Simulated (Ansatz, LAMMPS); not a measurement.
# Relaxing a frame of liquid hydrogen fluoride from 273 K (98 atoms)

How does a frame of liquid hydrogen fluoride from 273 K (98 atoms) relax, and what do bonds, charges and levels look like afterwards?

Calculated with Ansatz 0.2.0; Kohn-Sham DFT, PBE, PAW (set soft_2), plane waves.

Most raw output is cut from this account.

## 1. Starting point

The cell holds 98 atoms: 49 F and 49 H. Cell: a = 11.756 Å, b = 11.756 Å, c = 11.756 Å, α = 90.0°, β = 90.0°, γ = 90.0°. 49 hydrogen fluoride placed at random, at 1 g/cm³; overlaps pushed apart, then 10 ps at 373 K with a harmonic two-site HF with charges of 0.5 e and a 12-6 site on F. Snapshot after 20 ps at 273 K and fixed volume.

Before any run, some limits are plain. The starting topology of bonds comes from the classical model. Only the Γ point is sampled, in a cell whose shortest periodic width is 12 Å.

## 2. The classical run that made the cell

A classical potential makes the cell, at a small fraction of what the same run would cost in DFT.

This step: classical MD, a harmonic two-site HF with charges of 0.5 e and a 12-6 site on F (LAMMPS 22 Jul 2025 - Update 4).

File in.lmp:

```
# liquid hydrogen fluoride
units real
atom_style full
boundary p p p
bond_style harmonic
angle_style harmonic
dihedral_style opls
improper_style harmonic
special_bonds lj 0 0 0.5 coul 0 0 0.75
read_data data.lmp
neigh_modify delay 0 every 1 check yes one 4000
comm_modify cutoff 12.0
timestep 0.5
thermo_style custom step time temp pe press density
thermo_modify norm yes
# push overlapping molecules apart
pair_style soft 2.6
pair_coeff * * 0.0
variable a equal ramp(1,60)
fix ad all adapt 1 pair soft a * * v_a
velocity all create 373 694828 mom yes dist gaussian
fix lim all nve/limit 0.03
fix lan all langevin 373 373 50 694829 zero yes
thermo 1000
run 3000 post no
unfix ad
pair_style lj/cut/coul/long 9.0
pair_modify mix arithmetic tail yes
pair_coeff 1 1 0.1200 2.8300   # F
pair_coeff 2 2 0.0000 1.0000   # H
kspace_style pppm 1.0e-4
thermo 100
minimize 1e-5 1e-3 300 3000
reset_timestep 0
# [... 14 lines left out ...]
compute msd all msd com yes
thermo 5000
fix md all nvt temp 273 273 100
run 20000 post no
print "== T273: mean square displacement over the hold $(c_msd[4]:%.2f) A^2"
unfix md
uncompute msd
write_dump all custom T273.dump id type xs ys zs modify sort id
```

On the command line:

```
$ lmp -in in.lmp -log none -nocite
```

It took 7.4 s on 1 thread of Intel Xeon 6975P-C (Granite Rapids), shared host; peak memory 0.072 GiB.

The input also reads data.lmp (atoms, bonds and types; not printed here).

## 3. Single point at the start

The forces at the start show how far the geometry lies from a minimum of this functional.

File input.yaml:

```yaml
crystal:
  lattice:
    - [11.75571, 0.0, 0.0]
    - [0.0, 11.75571, 0.0]
    - [0.0, 0.0, 11.75571]
  atoms:
    - { symbol: F, position: [0.93739, 0.61838, 0.2253] }
    - { symbol: H, position: [0.89507, 0.59933, 0.29211] }
    - { symbol: F, position: [0.25471, 0.0547, 0.69314] }
    - { symbol: H, position: [0.23039, 0.09618, 0.62808] }
    - { symbol: F, position: [0.26603, 0.59632, 0.38926] }
    - { symbol: H, position: [0.24514, 0.56152, 0.31721] }
    - { symbol: F, position: [0.37927, 0.39213, 0.32718] }
    - { symbol: H, position: [0.44867, 0.38831, 0.2797] }
    - { symbol: F, position: [0.74107, 0.29663, 0.58954] }
    - { symbol: H, position: [0.70774, 0.35819, 0.54628] }
    - { symbol: F, position: [0.9935, 0.49209, 0.86643] }
    - { symbol: H, position: [0.05436, 0.54406, 0.85269] }
    - { symbol: F, position: [0.98846, 0.20422, 0.09211] }
    - { symbol: H, position: [0.94306, 0.15385, 0.04988] }
    - { symbol: F, position: [0.93518, 0.95349, 0.65429] }
    - { symbol: H, position: [0.99308, 0.90494, 0.61915] }
    - { symbol: F, position: [0.77139, 0.50913, 0.77986] }
    - { symbol: H, position: [0.83445, 0.50929, 0.7238] }
    - { symbol: F, position: [0.75722, 0.92765, 0.45424] }
    - { symbol: H, position: [0.77507, 0.99192, 0.5034] }
    - { symbol: F, position: [0.0839, 0.34334, 0.18689] }
    - { symbol: H, position: [0.05573, 0.27343, 0.15055] }
    - { symbol: F, position: [0.91582, 0.08974, 0.27098] }
    - { symbol: H, position: [0.89094, 0.02964, 0.22598] }
    - { symbol: F, position: [0.19042, 0.14717, 0.53206] }
    - { symbol: H, position: [0.13544, 0.1712, 0.48293] }
    - { symbol: F, position: [0.63743, 0.60459, 0.35912] }
    - { symbol: H, position: [0.62881, 0.68748, 0.35092] }
    - { symbol: F, position: [0.41999, 0.14168, 0.26052] }
    - { symbol: H, position: [0.40175, 0.18087, 0.19012] }
    - { symbol: F, position: [0.52865, 0.38565, 0.21139] }
    - { symbol: H, position: [0.59467, 0.39344, 0.16748] }
    - { symbol: F, position: [0.86061, 0.59754, 0.41056] }
    - { symbol: H, position: [0.8313, 0.65067, 0.46326] }
    - { symbol: F, position: [0.44942, 0.06622, 0.45244] }
    - { symbol: H, position: [0.4468, 0.09733, 0.37601] }
    - { symbol: F, position: [0.64704, 0.4248, 0.4609] }
    - { symbol: H, position: [0.65097, 0.48976, 0.41228] }
    - { symbol: F, position: [0.6206, 0.41158, 0.84832] }
    - { symbol: H, position: [0.69, 0.44492, 0.81912] }
    - { symbol: F, position: [0.23228, 0.74909, 0.49813] }
    - { symbol: H, position: [0.25337, 0.68694, 0.45223] }
    - { symbol: F, position: [0.27974, 0.80765, 0.26542] }
    - { symbol: H, position: [0.33192, 0.77813, 0.21416] }
    - { symbol: F, position: [0.09402, 0.84714, 0.28564] }
    - { symbol: H, position: [0.17589, 0.84456, 0.29918] }
    - { symbol: F, position: [0.89967, 0.71306, 0.05332] }
    - { symbol: H, position: [0.93047, 0.68098, 0.12366] }
    - { symbol: F, position: [0.10716, 0.86555, 0.60292] }
    - { symbol: H, position: [0.14908, 0.8157, 0.55358] }
    - { symbol: F, position: [0.1269, 0.81225, 0.88546] }
    - { symbol: H, position: [0.1552, 0.8914, 0.8847] }
    - { symbol: F, position: [0.71326, 0.38744, 0.11912] }
    - { symbol: H, position: [0.78014, 0.38804, 0.07079] }
    - { symbol: F, position: [0.78343, 0.7063, 0.55877] }
    - { symbol: H, position: [0.77344, 0.75796, 0.62467] }
    - { symbol: F, position: [0.20568, 0.36432, 0.44571] }
    - { symbol: H, position: [0.2797, 0.35969, 0.41383] }
    - { symbol: F, position: [0.48314, 0.33375, 0.958] }
    - { symbol: H, position: [0.54166, 0.3764, 0.91576] }
    - { symbol: F, position: [0.82415, 0.83442, 0.91054] }
    - { symbol: H, position: [0.86335, 0.78218, 0.96708] }
    - { symbol: F, position: [0.92719, 0.92152, 0.16016] }
    - { symbol: H, position: [0.98716, 0.87966, 0.19305] }
    - { symbol: F, position: [0.03625, 0.41533, 0.52171] }
    - { symbol: H, position: [0.10872, 0.39119, 0.49309] }
    - { symbol: F, position: [0.37466, 0.23888, 0.08621] }
    - { symbol: H, position: [0.43085, 0.2634, 0.03042] }
    - { symbol: F, position: [0.14437, 0.62099, 0.85614] }
    - { symbol: H, position: [0.1532, 0.70322, 0.86384] }
    - { symbol: F, position: [0.48661, 0.93145, 0.59266] }
    - { symbol: H, position: [0.47477, 0.98843, 0.53804] }
    - { symbol: F, position: [0.44387, 0.74411, 0.91021] }
    - { symbol: H, position: [0.46785, 0.77788, 0.83657] }
    - { symbol: F, position: [0.83095, 0.03885, 0.7981] }
    - { symbol: H, position: [0.87536, 0.00017, 0.73824] }
    - { symbol: F, position: [0.37332, 0.7363, 0.09335] }
    - { symbol: H, position: [0.39535, 0.72136, 0.01759] }
    [... 14 atom lines left out ...]
    - { symbol: F, position: [0.91232, 0.49967, 0.64484] }
    - { symbol: H, position: [0.96863, 0.48382, 0.58361] }
    - { symbol: F, position: [0.65531, 0.79443, 0.34816] }
    - { symbol: H, position: [0.69143, 0.84638, 0.40142] }
    - { symbol: F, position: [0.89559, 0.08541, 0.97179] }
    - { symbol: H, position: [0.87389, 0.06291, 0.89343] }
kpoints:
  mp_grid: { grid: [1, 1, 1] }
hamiltonian:
  xc: pbe
scf:
  occupations: { method: fermi_dirac, width: 0.025 }
output:
  forces: true
  stress: true
  populations: true
  dos:
    method: { smearing: { sigma: 0.15 } }
    de: 0.1
    projected: { site_lists: { F: [F], H: [H] } }
  eigenvalues: true
```

On the command line:

```
$ ansatz run input.yaml --threads 4 --pin off --max-ram 8192MiB --backend cpu --events-out ev --progress --plain --runs-dir out
```

Wall time 9 s (4 threads of Intel Xeon 6975P-C (Granite Rapids), shared host); peak memory 1.7 GiB; 30 s of CPU time.

Read from the output:

```yaml
free_energy: -40396.9854 eV
free_energy_per_atom: -412.2141 eV/atom
scf_cycles: 9
pressure: 3.291 GPa
r_m_s_force_component: 0.6899 eV/Å
longest_force: 2.93 eV/Å
fermi_energy: -2.341 eV
spacing_of_highest_filled_and_lowest_empty_level: 7.103 eV
spilling_of_the_projection: 0.00677
```

The r.m.s. force component of 0.69 eV/Å and the pressure of 3.3 GPa set the starting point.

Length of the force by element:

| element | coordination | atoms | mean length of the force (eV/Å) | spread | least | most |
| --- | --- | --- | --- | --- | --- | --- |
| F | all | 49 | 1.22 | 0.541 | 0.426 | 2.82 |
| H | all | 49 | 0.870 | 0.573 | 0.106 | 2.93 |

## 4. Relaxation

The atoms are relaxed in the fixed cell, aiming at the force tolerance of the input.

input.yaml, the sections that differ from step 3:

```yaml
output:
  forces: true
relax:
  f_tol: 0.05
  max_steps: 200
# crystal, kpoints, hamiltonian, scf: as in step 3
```

The job ended after 3.3 min (4 threads; peak memory 1.7 GiB; 12 min of CPU time).

The steps of the relaxation (22 of 57):

| step | energy less that of the first step (eV) | largest force component (eV/Å) |
| --- | --- | --- |
| 1 | 0.0000 | 2.3644 |
| 4 | -6.1780 | 0.8600 |
| 6 | -7.3195 | 0.5551 |
| 9 | -8.1118 | 0.8697 |
| 12 | -8.5274 | 0.3798 |
| 14 | -8.6988 | 0.1982 |
| 17 | -8.8647 | 0.4695 |
| 20 | -8.9916 | 0.2291 |
| 22 | -9.0542 | 0.2225 |
| 25 | -9.1307 | 0.2317 |
| 28 | -9.1616 | 0.2707 |
| 30 | -9.1776 | 0.0146 |
| 33 | -9.1985 | 0.0889 |
| 36 | -9.2179 | 0.1044 |
| 38 | -9.2301 | 0.2009 |
| 41 | -9.2442 | 0.1503 |
| 44 | -9.2520 | 0.2216 |
| 46 | -9.2604 | 0.0631 |
| 49 | -9.2685 | 0.0210 |
| 52 | -9.2809 | 0.0575 |
| 54 | -9.2859 | 0.0758 |
| 57 | -9.2890 | 0.0056 |

Relaxation step 44 was tried and not accepted.

The atoms that moved most (Å):

| atom | dx | dy | dz | length |
| --- | --- | --- | --- | --- |
| F93 | 1.097 | -2.132 | -0.115 | 2.400 |
| F67 | 1.560 | -1.539 | -0.425 | 2.232 |
| F65 | 1.719 | 0.093 | 1.312 | 2.164 |
| H18 | 1.047 | -1.864 | -0.063 | 2.139 |
| F79 | -2.062 | 0.119 | -0.494 | 2.124 |
| F43 | 1.237 | 0.992 | -1.337 | 2.074 |
| F33 | 0.239 | 1.690 | 1.150 | 2.058 |
| H44 | 1.192 | 0.875 | -1.410 | 2.043 |

The relaxation changed the energy by -94.8 meV/atom, and atoms moved by 1.4 Å r.m.s., 2.4 Å at most.

## 5. Local order after relaxation

Density 1.00 g/cm³, 16.58 Å³ an atom.

g(r), total and by pair (bins of 0.1 Å):

| r (Å) | total | F-F | F-H | H-H |
| --- | --- | --- | --- | --- |
| 0.85 | 0.00 | 0.00 | 0.00 | 0.00 |
| 0.95 | 13.90 | 0.00 | 27.70 | 0.00 |
| 1.05 | 0.00 | 0.00 | 0.00 | 0.00 |
| 1.15 | 0.00 | 0.00 | 0.00 | 0.00 |
| 1.25 | 0.00 | 0.00 | 0.00 | 0.00 |
| 1.35 | 0.00 | 0.00 | 0.00 | 0.00 |
| 1.45 | 6.45 | 0.00 | 12.90 | 0.00 |
| 1.55 | 0.00 | 0.00 | 0.00 | 0.00 |
| 1.65 | 0.00 | 0.00 | 0.00 | 0.00 |
| 1.75 | 0.00 | 0.00 | 0.00 | 0.00 |
| 1.85 | 0.00 | 0.00 | 0.00 | 0.00 |
| 1.95 | 0.07 | 0.00 | 0.00 | 0.28 |
| 2.05 | 2.09 | 0.00 | 0.00 | 8.37 |
| 2.15 | 0.89 | 0.00 | 0.00 | 3.56 |
| 2.25 | 0.00 | 0.00 | 0.00 | 0.00 |
| 2.35 | 0.00 | 0.00 | 0.00 | 0.00 |
| 2.45 | 2.24 | 8.97 | 0.00 | 0.00 |
| 2.55 | 0.00 | 0.00 | 0.00 | 0.00 |
| 2.65 | 0.00 | 0.00 | 0.00 | 0.00 |
| 2.75 | 0.04 | 0.00 | 0.07 | 0.00 |
| 2.85 | 0.20 | 0.00 | 0.40 | 0.00 |
| 2.95 | 0.98 | 0.00 | 1.90 | 0.12 |
| 3.05 | 1.60 | 0.93 | 2.62 | 0.23 |
| 3.15 | 0.93 | 1.64 | 0.87 | 0.33 |
| 3.25 | 1.50 | 1.83 | 1.73 | 0.71 |
| 3.35 | 1.85 | 2.02 | 2.06 | 1.25 |
| 3.45 | 1.00 | 1.00 | 0.95 | 1.08 |
| 3.55 | 0.71 | 0.86 | 0.51 | 0.95 |
| 3.65 | 0.89 | 0.73 | 0.85 | 1.14 |
| 3.75 | 1.00 | 0.61 | 0.81 | 1.76 |
| 3.85 | 1.16 | 1.09 | 1.12 | 1.30 |
| 3.95 | 1.22 | 0.83 | 1.10 | 1.87 |
| 4.05 | 1.36 | 1.44 | 0.99 | 2.03 |
| 4.15 | 1.47 | 1.50 | 1.25 | 1.88 |
| 4.25 | 0.98 | 1.37 | 0.98 | 0.60 |
| 4.35 | 1.01 | 1.31 | 0.91 | 0.91 |
| 4.45 | 0.72 | 0.43 | 0.87 | 0.70 |
| 4.55 | 0.86 | 0.73 | 0.86 | 0.99 |
| 4.65 | 0.86 | 0.70 | 0.82 | 1.10 |
| 4.75 | 0.91 | 0.96 | 0.95 | 0.76 |
| 4.85 | 0.86 | 0.50 | 0.94 | 1.06 |
| 4.95 | 1.10 | 0.88 | 1.34 | 0.83 |
| 5.05 | 1.06 | 1.10 | 1.25 | 0.63 |
| 5.15 | 0.75 | 0.89 | 0.87 | 0.36 |

[end of part 1 of 2]

[Logs are printed without paths, hosts, clocks, repeated set-up lines and the standing remarks that a program may print on its own settings, such as how far it seeks lower states.]

[Hosts, paths, dates, database ids (printed as entryN), source tags and the programs' standing remarks are cut or masked in the printed files.]
